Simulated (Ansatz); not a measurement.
# Decaying states in the gap of CaMg3S4, part 2 of 3

Wanted: the relaxed cell of CaMg3S4, its band edges and its decay constants. It is built by putting Mg for Sr in the Sr3CaS4 structure of space group Cmmm, with the volume rescaled by atomic radii. The parent structure comes from the Materials Project.

Ansatz 0.2.0; LDA DFT, plane waves, PAW files (the session's first sound run).

So far. Step 2 (Relaxing the new crystal): The largest force component on a free atom ends at 0.0030 eV/Å.

The structure was built from a prototype and need not be the compound's stable phase.

### 3. The bulk crystal and its band edges

The energy window and the wavevectors of the next steps follow from the band edges, so these are searched first, off the mesh as well.

File input.yaml:

```yaml
crystal:
  lattice:
    - [3.7102362259, -5.2419768474, 0.0]
    - [3.7102362259, 5.2419768474, 0.0]
    - [0.0, 0.0, 3.7120245456]
  atoms:
    - { symbol: Mg, position: [0.0, 0.5, 0.5] }
    - { symbol: Mg, position: [0.5, 0.0, 0.5] }
    - { symbol: Mg, position: [0.5, 0.5, 0.0] }
    - { symbol: Ca, position: [0.0, 0.0, 0.0] }
    - { symbol: S, position: [0.2575388193, 0.7424611807, 0.0] }
    - { symbol: S, position: [0.7424611807, 0.2575388193, 0.0] }
    - { symbol: S, position: [0.7361119558, 0.7361119558, 0.5] }
    - { symbol: S, position: [0.2638880442, 0.2638880442, 0.5] }
kpoints:
  mp_grid: { grid: [4, 4, 6] }
  band_path: { path: [VBM, CBM], npoints: 30 }
scf:
  occupations: { method: fixed }
hamiltonian:
  xc: lda
output:
  eigenvalues: true
  write_potential: true
  write_density: true
  volumetric_format: npy
  elf: true
```

Started as:

```bash
ansatz run input.yaml --threads 2 --pin off --max-ram 4096MiB --backend cpu --events-out ev --progress --plain --runs-dir out
```

Numbers of over 12 decimals in the logs are rounded to 6 here.

Log:

```text
[...]
Crystal: 8 atoms, lattice volume = 144.390 Å³
Basis set: ecut = 420 eV, 2849 PW (Γ)
Bands: 40, of which v1, the nominal top of the filled ones, is band 32 counted from 1 (31 counted from 0)
Symmetry: 8 space group operations
[...]
k-points: 28 of 96
[...]
SCF iter   1: F=—  HF=-10969.043765 eV  |F-HF|=—  |Δ(HF+E_count)|=         —  Δρ=6.66e-3  dr2=4.31e-2  ethr=1.77e-3  ⟨swp⟩=4.8  Hψ=4186  notcnv=0  defer=135
[...]
SCF iter   6: F=-10969.021388 eV  HF=-10969.021388 eV  |F-HF|=1.75e-8  |Δ(HF+E_count)|=   1.15e-7  Δρ=4.71e-6  dr2=4.07e-8  ethr=1.56e-10  ⟨swp⟩=12.5  Hψ=5400  notcnv=0
SCF 1 converged in 6 iterations: F = -10969.021388 eV  dr2 = 4.07e-8
[...]
NSCF: frozen V_eff on 52 k-points
[...]
SCF converged after 6 iterations
Free energy (F): -10969.021388 eV
[...]
Internal energy: -10969.021388 eV  (E = F + TS)
E sigma→0 (E₀):  -10969.021388 eV
Fermi energy:    6.670533 eV
[...]
--- Band table (eV; the first three rows and the last of 28) ---
  k-point 0: bands = [... 28 lower, 5.9746, 6.6058, 6.6217, 6.6705, 9.4043, 9.5721, 10.9692, 11.0813, ... 4 higher]
  k-point 1: bands = [... 28 lower, 5.7322, 5.7355, 6.3115, 6.5353, 10.0054, 10.5782, 11.5588, 11.6396, ... 4 higher]
  k-point 2: bands = [... 28 lower, 5.2795, 5.4823, 5.5338, 6.1724, 10.9009, 11.2557, 11.5873, 11.8600, ... 4 higher]
  k-point 27: bands = [... 28 lower, 5.5583, 5.5972, 5.9098, 5.9760, 9.0058, 9.7009, 9.7613, 11.0028, ... 4 higher]
```

Run time: 9.1 s. Hardware: 2 threads of Intel Xeon 6975P-C (Granite Rapids), shared host; peak memory 0.52 GiB.

This step gave:

```
Fermi energy        : 6.671 eV
gap on the k-mesh   : 2.335 eV
gap on path         : 2.335 eV, by band count; negative where bands overlap
direct gap on path  : 2.734 eV
edge places on path : 0, 1.197 1/A along the path
```

The electronic bands at the labelled points (eV, zero at the Fermi level (highest filled level under fixed occupations); v1 is the highest filled band, c1 the lowest empty one):

| point | v4 | v3 | v2 | v1 | c1 | c2 | c3 | c4 |
| --- | --- | --- | --- | --- | --- | --- | --- | --- |
| VBM | -0.70 | -0.06 | -0.05 | 0.00 | 2.73 | 2.90 | 4.30 | 4.41 |
| halfway | -1.18 | -1.01 | -0.85 | -0.63 | 4.01 | 4.60 | 4.73 | 5.27 |
| CBM | -1.11 | -1.07 | -0.76 | -0.69 | 2.34 | 3.03 | 3.09 | 4.33 |

Electrostatic potential energy in the ab plane of the conventional cell at fractional z = 0.000, with atoms of Mg and Ca and S within 0.2 Å of it. With pseudopotentials it is smooth inside the atoms' cores, unlike the true potential.

Ten even steps from '_' (-55 eV) to '@' (11 eV), each cell a mean:
```
__::**%%@@@@@@@@##--__..++%%@@@@@@@@%%==..
++**%%@@@@@@@@@@%%##****%%@@@@@@@@@@%%##++
%%@@@@@@@@@@@@@@@@@@@@@@@@@@@@@@@@@@@@@@%%
%%@@@@@@@@@@@@@@@@%%##%%@@@@@@@@@@@@@@@@@@
++**%%@@@@@@@@@@%%++====**@@@@@@@@@@@@##++
==--##@@@@@@@@@@**--++====%%@@@@@@@@%%====
==--##@@@@@@@@@@##==----++%%@@@@@@@@%%====
++**%%@@@@@@@@@@@@%%**##%%@@@@@@@@@@@@##++
%%@@@@@@@@@@@@@@@@@@@@@@@@@@@@@@@@@@@@@@@@
%%%%@@@@@@@@@@@@@@%%%%%%%%@@@@@@@@@@@@@@%%
--**%%@@@@@@@@@@##++----**%%@@@@@@@@@@##==
__::##@@@@@@@@%%**..____==##@@@@@@@@%%==__
__--##@@@@@@@@%%**::__..==%%@@@@@@@@%%++..
**##%%@@@@@@@@@@%%**++++##@@@@@@@@@@@@%%**
@@@@@@@@@@@@@@@@@@@@%%%%@@@@@@@@@@@@@@@@@@
##%%@@@@@@@@@@@@@@@@%%@@@@@@@@@@@@@@@@@@%%
==++%%@@@@@@@@@@%%**++++##@@@@@@@@@@@@**==
++--**@@@@@@@@@@**--====++%%@@@@@@@@%%====
--==##@@@@@@@@@@##--====++%%@@@@@@@@%%++--
**%%@@@@@@@@@@@@%%**++++##@@@@@@@@@@@@%%##
@@@@@@@@@@@@@@@@@@@@%%@@@@@@@@@@@@@@@@@@@@
%%%%@@@@@@@@@@@@@@%%%%%%@@@@@@@@@@@@@@%%%%
--++##@@@@@@@@@@%%**--==##@@@@@@@@@@%%**--
__..**%%@@@@@@@@##..____++%%@@@@@@@@##--__
```
Columns run along a (7.4 Å; values clipped at the 3rd and 97th percentile), rows up along b (10.5 Å), edges of the conventional cell, whose origin can differ from the input's. Atoms in or near the plane, at fractional coordinates: Mg at (0.00, 0.50), Mg at (0.50, 0.00), Ca at (0.00, 0.00), Ca at (0.50, 0.50), S at (0.00, 0.74), S at (0.50, 0.24), S at (0.00, 0.26), S at (0.50, 0.76).

Valence density in the ab plane of the conventional cell at fractional z = 0.000, with atoms of Mg and Ca and S within 0.2 Å of it. It is the smooth field of the valence electrons, not physical close to the nuclei.

Ten steps, logarithmic in the rise over the least value, from '_' (0 e/Å³) to '@' (22 e/Å³), each cell a mean:
```
**++--__________..**@@%%--__________..==**
==--..____________..--::______________::==
....______________......________________..
::....__________..::::::::..__________..::
----::..______..::--------::________..::--
::----..______..----..::--::..____..::----
::----..______..----------::..____..::----
----::..________..::----::..________..::--
::....____________........____________..::
..________________..::::..______________..
**--____________::==++++--..__________..++
@@##..________..--**##**++::__________==@@
@@**..__________--++****==..__________--%%
--..____________..--====::______________::
....______________......________________..
::::..__________....::::..__________..::::
----::..______..::------::..________::----
..----..______..----::----::..____..::--::
------..______..----::----::..____..::----
--::..________..::------::..________..::--
....____________....::::..____________....
::..________________....______________..::
++==::____________--**++..__________..--++
##**--..________..##@@@@==__________::++##
```
Columns run along a (7.4 Å), rows up along b (10.5 Å), edges of the conventional cell, whose origin can differ from the input's. Atoms in or near the plane, at fractional coordinates: Mg at (0.00, 0.50), Mg at (0.50, 0.00), Ca at (0.00, 0.00), Ca at (0.50, 0.50), S at (0.00, 0.74), S at (0.50, 0.24), S at (0.00, 0.26), S at (0.50, 0.76).

ELF in the ab plane of the conventional cell at fractional z = 0.000, with atoms of Mg and Ca and S within 0.2 Å of it. It is the smooth field of the valence electrons, not physical close to the nuclei.

Ten even steps from '0' (0.03) to '9' (0.87), each cell a mean:
```
996000000334200000389
762000000111000000047
211000013555420000012
776310147999862002577
899720379877985115899
169831489502896226983
269831389846996116983
999620268999973014899
986200024555431001479
221000000233100000122
310000004899610000002
341010017999940010023
330000016999830000024
110000002677400000001
553100001122100000245
997410136777752002689
789720279989984115897
069831489613896126982
489831389624896116996
998520269999984104799
554200036899741001345
320000001222210000013
984000000232000000169
997100101433200000499
```
Columns run along a (7.4 Å), rows up along b (10.5 Å), edges of the conventional cell, whose origin can differ from the input's. Atoms in or near the plane, at fractional coordinates: Mg at (0.00, 0.50), Mg at (0.50, 0.00), Ca at (0.00, 0.00), Ca at (0.50, 0.50), S at (0.00, 0.74), S at (0.50, 0.24), S at (0.00, 0.26), S at (0.50, 0.76).

The searched edges give 2.34 eV, as on the mesh.

### 4. Decaying states in the gap

This step: LDA DFT, plane waves, PAW files; complex bands by layer matching along the plane's normal (Ansatz 0.2.0).

The same crystal is laid in a cell whose first two vectors span the (001) plane (indices of the standard conventional cell, whose axes can be ordered otherwise than in the bulk input). At fixed energy and wavevector in the plane the solver finds all kz, real and complex. A few wavevectors are listed, (0, 0) and (-0.5, -0.5) in units of the plane's reciprocal vectors; the slowest state needn't be among them.

Edit input.yaml of step 3 so:

```diff
@@ -2,5 +2,5 @@
   lattice:
-    - [3.7102362259, -5.2419768474, 0.0]
-    - [3.7102362259, 5.2419768474, 0.0]
-    - [0.0, 0.0, 3.7120245456]
+    - [6.422162729, 0.0, 0.0]
+    - [-2.135179222, 6.056829518, 0.0]
+    - [0.0, 0.0, 3.712024546]
   atoms:
@@ -16,3 +16,2 @@
   mp_grid: { grid: [4, 4, 6] }
-  band_path: { path: [VBM, CBM], npoints: 30 }
 scf:
@@ -23,5 +22,6 @@
   eigenvalues: true
-  write_potential: true
-  write_density: true
-  volumetric_format: npy
-  elf: true
+  transmission:
+    leads: [[0, 0]]
+    kpoints: [[0.0, 0.0], [-0.5, -0.5]]
+    e_range: [-1.0, 3.34]
+    de: 0.11
```

Log:

```text
[...]
Crystal: 8 atoms, lattice volume = 144.390 Å³
Basis set: ecut = 420 eV, 2849 PW (Γ)
Bands: 40, of which v1, the nominal top of the filled ones, is band 32 counted from 1 (31 counted from 0)
Symmetry: 8 space group operations
[...]
k-points: 28 of 96
[...]
SCF iter   1: F=—  HF=-10969.043769 eV  |F-HF|=—  |Δ(HF+E_count)|=         —  Δρ=6.66e-3  dr2=4.31e-2  ethr=1.77e-3  ⟨swp⟩=4.8  Hψ=4191  notcnv=0  defer=133
[...]
SCF iter   6: F=-10969.021388 eV  HF=-10969.021388 eV  |F-HF|=1.79e-8  |Δ(HF+E_count)|=   1.17e-7  Δρ=4.80e-6  dr2=4.18e-8  ethr=1.56e-10  ⟨swp⟩=12.5  Hψ=5374  notcnv=0
SCF 1 converged in 6 iterations: F = -10969.021388 eV  dr2 = 4.18e-8
[...]
transmission: 5 of 10 steps passed
transmission: 10 of 10 steps passed
SCF converged after 6 iterations
Free energy (F): -10969.021388 eV
[...]
Internal energy: -10969.021388 eV  (E = F + TS)
E sigma→0 (E₀):  -10969.021388 eV
Fermi energy:    6.670532 eV
[...]
--- Band table (eV; the first three rows and the last of 28) ---
  k-point 0: bands = [... 28 lower, 5.9746, 6.6058, 6.6217, 6.6705, 9.4043, 9.5721, 10.9692, 11.0813, ... 4 higher]
  k-point 1: bands = [... 28 lower, 5.7322, 5.7355, 6.3115, 6.5353, 10.0054, 10.5782, 11.5588, 11.6396, ... 4 higher]
  k-point 2: bands = [... 28 lower, 5.2795, 5.4823, 5.5338, 6.1724, 10.9009, 11.2557, 11.5873, 11.8600, ... 4 higher]
  k-point 27: bands = [... 28 lower, 5.5583, 5.5972, 5.9098, 5.9760, 9.0058, 9.7009, 9.7613, 11.0028, ... 4 higher]
--- Transmission ---
  basis      : 341 plane waves across, 5 finite elements along
  points     : 2, as listed
  energies   : 40 from -1.000000 to 3.290000 eV about the Fermi level, 0.110000 eV apart; the leads are filled to 1.167637 eV, and channels, transmission and decay are at 1.200000 eV
  crystal 0  : Mg3Ca1S4, at the sites [0, 0], period 3.7120 Å: whole cells are its period
    offset         : up to 0.0000 Å between an atom of the period and one for which it stands
    channels       : 0.000000e0 a spin
    conductance    : none, the energies end too early or step too widely for 300 K: set another output.transmission.e_range or a lower de, or, where they end at an eighth of basis.ecutwfc, a higher one
    slowest decay  : 0.1980 /Å at (0.0000, 0.0000)
```

It took 43 s on 2 threads; peak memory 1.1 GiB; 69 s of CPU time.

This step gave:

| Property | Result |
| --- | --- |
| level to which the leads are filled | 1.168 eV from the Fermi level |
| decay constant at the filling level, zone centre | 0.1980 Å⁻¹ |
| decay constant at the filling level, slowest listed point | 0.198 Å⁻¹ |

K parallel (0, 0); values up to 1.5 1/Å, a degenerate pair printed once or twice; energies at which all values exceed this have no row. The Im kz of the slowest decaying states by energy, zero at the highest filled level on the SCF mesh:

| energy (eV) | decay 1 (Å⁻¹) | decay 2 (Å⁻¹) | decay 3 (Å⁻¹) | decay 4 (Å⁻¹) |
| --- | --- | --- | --- | --- |
| -1.00 | 0.116 | 0.242 | 0.291 | 0.448 |
| -0.78 | 0.201 | 0.231 | 0.318 | 0.446 |
| -0.67 | 0.0739 | 0.0775 | 0.0966 | 0.223 |
| -0.45 | 0.138 | 0.240 | 0.248 | 0.316 |
| -0.34 | 0.157 | 0.243 | 0.254 | 0.402 |
| -0.12 | 0.185 | 0.246 | 0.249 | 0.558 |
| -0.01 | 0.0542 | 0.103 | 0.192 | 0.208 |
| 0.21 | 0.116 | 0.234 | 0.255 | 0.266 |
| 0.32 | 0.135 | 0.244 | 0.256 | 0.280 |
| 0.54 | 0.161 | 0.249 | 0.256 | 0.341 |
| 0.76 | 0.179 | 0.255 | 0.257 | 0.371 |
| 0.87 | 0.186 | 0.254 | 0.260 | 0.383 |
| 1.09 | 0.195 | 0.250 | 0.266 | 0.402 |
| 1.20 | 0.198 | 0.248 | 0.268 | 0.410 |
| 1.42 | 0.199 | 0.243 | 0.270 | 0.423 |
| 1.53 | 0.198 | 0.240 | 0.271 | 0.428 |
| 1.75 | 0.191 | 0.233 | 0.270 | 0.435 |
| 1.97 | 0.178 | 0.224 | 0.268 | 0.440 |
| 2.08 | 0.168 | 0.218 | 0.266 | 0.442 |
| 2.30 | 0.144 | 0.200 | 0.261 | 0.444 |
| 2.41 | 0.128 | 0.188 | 0.258 | 0.424 |
| 2.63 | 0.0771 | 0.149 | 0.250 | 0.380 |
| 2.74 | 0.117 | 0.246 | 0.359 | 0.442 |
| 2.96 | 0.235 | 0.319 | 0.438 | 0.463 |
| 3.07 | 0.228 | 0.301 | 0.436 | 0.451 |
| 3.29 | 0.213 | 0.269 | 0.424 | 0.431 |

K parallel (-0.5, -0.5); values up to 1.5 1/Å, a degenerate pair printed once or twice; energies at which all values exceed this have no row. Table of Im kz of the slowest decaying states by energy, zero at the highest filled level on the SCF mesh:

| energy (eV) | decay 1 (Å⁻¹) | decay 2 (Å⁻¹) | decay 3 (Å⁻¹) | decay 4 (Å⁻¹) |
| --- | --- | --- | --- | --- |
| -1.00 | 0.0814 | 0.0857 | 0.260 | 0.283 |
| -0.78 | 0.0892 | 0.174 | 0.318 | 0.337 |
| -0.56 | 0.119 | 0.215 | 0.314 | 0.339 |
| -0.34 | 0.124 | 0.241 | 0.254 | 0.344 |
| -0.12 | 0.177 | 0.259 | 0.320 | 0.349 |
| -0.01 | 0.196 | 0.266 | 0.344 | 0.350 |
| 0.10 | 0.211 | 0.273 | 0.352 | 0.364 |
| 0.32 | 0.235 | 0.283 | 0.355 | 0.365 |
| 0.54 | 0.252 | 0.292 | 0.354 | 0.357 |
| 0.76 | 0.264 | 0.299 | 0.340 | 0.357 |
| 0.98 | 0.271 | 0.304 | 0.323 | 0.357 |
| 1.20 | 0.274 | 0.302 | 0.309 | 0.355 |
| 1.31 | 0.274 | 0.290 | 0.311 | 0.354 |
| 1.53 | 0.262 | 0.272 | 0.314 | 0.351 |
| 1.75 | 0.227 | 0.267 | 0.316 | 0.347 |
| 1.97 | 0.183 | 0.259 | 0.316 | 0.342 |
| 2.19 | 0.117 | 0.248 | 0.313 | 0.314 |
| 2.41 | 0.233 | 0.275 | 0.277 | 0.310 |
| 2.63 | 0.213 | 0.225 | 0.232 | 0.304 |
| 2.85 | 0.153 | 0.170 | 0.184 | 0.296 |
| 3.07 | 0.0507 | 0.140 | 0.284 | 0.298 |
| 3.29 | 0.0369 | 0.269 | 0.285 | 0.365 |

At the listed wavevectors the last open channel is at -0.01 eV and the next at +2.41 eV on the grid. At +1.20 eV, the grid energy nearest the filling level (the middle of the gap on the SCF mesh), the slowest state at the listed wavevectors decays with κ = 0.198 Å⁻¹, its amplitude falling by e over 5.1 Å. Through 1 nm of this crystal that state's transmission falls by exp(−2 × 0.198 Å⁻¹ × 10 Å) = 0.019.

### 5. Decay over the two-dimensional zone

The listed points could miss the slowest state, so one energy near mid-gap is solved on a mesh of 8×8.

Edit input.yaml of step 4 so:

```diff
@@ -22,6 +22,2 @@
   eigenvalues: true
-  transmission:
-    leads: [[0, 0]]
-    kpoints: [[0.0, 0.0], [-0.5, -0.5]]
-    e_range: [-1.0, 3.34]
-    de: 0.11
+  transmission: { leads: [[0, 0]], kmesh: [8, 8], e_range: [1.17, 1.18], de: 0.05 }
```

Log:

```text
[...]
Crystal: 8 atoms, lattice volume = 144.390 Å³
Basis set: ecut = 420 eV, 2849 PW (Γ)
Bands: 40, of which v1, the nominal top of the filled ones, is band 32 counted from 1 (31 counted from 0)
Symmetry: 8 space group operations
[...]
k-points: 28 of 96
[...]
SCF iter   1: F=—  HF=-10969.043769 eV  |F-HF|=—  |Δ(HF+E_count)|=         —  Δρ=6.66e-3  dr2=4.31e-2  ethr=1.77e-3  ⟨swp⟩=4.8  Hψ=4191  notcnv=0  defer=133
[...]
SCF iter   6: F=-10969.021388 eV  HF=-10969.021388 eV  |F-HF|=1.79e-8  |Δ(HF+E_count)|=   1.17e-7  Δρ=4.80e-6  dr2=4.18e-8  ethr=1.56e-10  ⟨swp⟩=12.5  Hψ=5374  notcnv=0
SCF 1 converged in 6 iterations: F = -10969.021388 eV  dr2 = 4.18e-8
[...]
transmission: 20 of 105 steps passed
transmission: 40 of 105 steps passed
[...]
transmission: 105 of 105 steps passed
SCF converged after 6 iterations
Free energy (F): -10969.021388 eV
[...]
Internal energy: -10969.021388 eV  (E = F + TS)
E sigma→0 (E₀):  -10969.021388 eV
Fermi energy:    6.670532 eV
[...]
--- Band table (eV; the first three rows and the last of 28) ---
  k-point 0: bands = [... 28 lower, 5.9746, 6.6058, 6.6217, 6.6705, 9.4043, 9.5721, 10.9692, 11.0813, ... 4 higher]
  k-point 1: bands = [... 28 lower, 5.7322, 5.7355, 6.3115, 6.5353, 10.0054, 10.5782, 11.5588, 11.6396, ... 4 higher]
  k-point 2: bands = [... 28 lower, 5.2795, 5.4823, 5.5338, 6.1724, 10.9009, 11.2557, 11.5873, 11.8600, ... 4 higher]
  k-point 27: bands = [... 28 lower, 5.5583, 5.5972, 5.9098, 5.9760, 9.0058, 9.7009, 9.7613, 11.0028, ... 4 higher]
--- Transmission ---
  basis      : 341 plane waves across, 5 finite elements along
  points     : 21, standing for a mesh of 8 x 8
  energies   : 1 from 1.170000 to 1.170000 eV about the Fermi level; the leads are filled to 1.167637 eV, and channels, transmission and decay are at 1.170000 eV
  crystal 0  : Mg3Ca1S4, at the sites [0, 0], period 3.7120 Å: whole cells are its period
[...]
channels       : 0.000000e0 a spin
    conductance    : none, crystal 0 has no channel at the energies, or these end too early or step too widely for 300 K: set another output.transmission.e_range or a lower de, or, where they end at an eighth of basis.ecutwfc, a higher one
    slowest decay  : 0.1974 /Å at (0.0000, 0.0000)
```

Run time: 32 s. Hardware: 2 threads; peak memory 1.2 GiB.

This step gave:

```
least decay constant on the mesh : 0.1974 Å⁻¹
```

Slowest decay constant (1/Å; 0 where a channel is open) over k1 and k2. At 1.1700 eV from the Fermi level.

Ten even steps from '_' (0.197) to '@' (0.277):
```
@@@@%%%%##%%@@@@
@@%%####**##%%@@
@@%%##++--==##%%
####**--__--**##
@@%%##==--++##%%
@@@@%%##**####%%
@@@@@@%%##%%%%@@
@@@@@@@@##@@@@@@
```
Columns: k1 (b1) from -0.5 to 0.375; rows upwards: k2 (b2) from -0.5 to 0.375.

The least value on the mesh is 0.197 Å⁻¹ at +1.17 eV. At that energy the listed points give about 0.197 Å⁻¹ by interpolation, so the mesh holds no clearly slower state.

(Part 2 of 3 ends here.)

[Logs are printed without paths, hosts, clocks, repeated set-up lines and the standing remarks that a program may print on its own settings, such as how far it seeks lower states.]

[Hosts, paths, dates, database ids (printed as entryN), source tags and the programs' standing remarks are cut or masked in the printed files.]
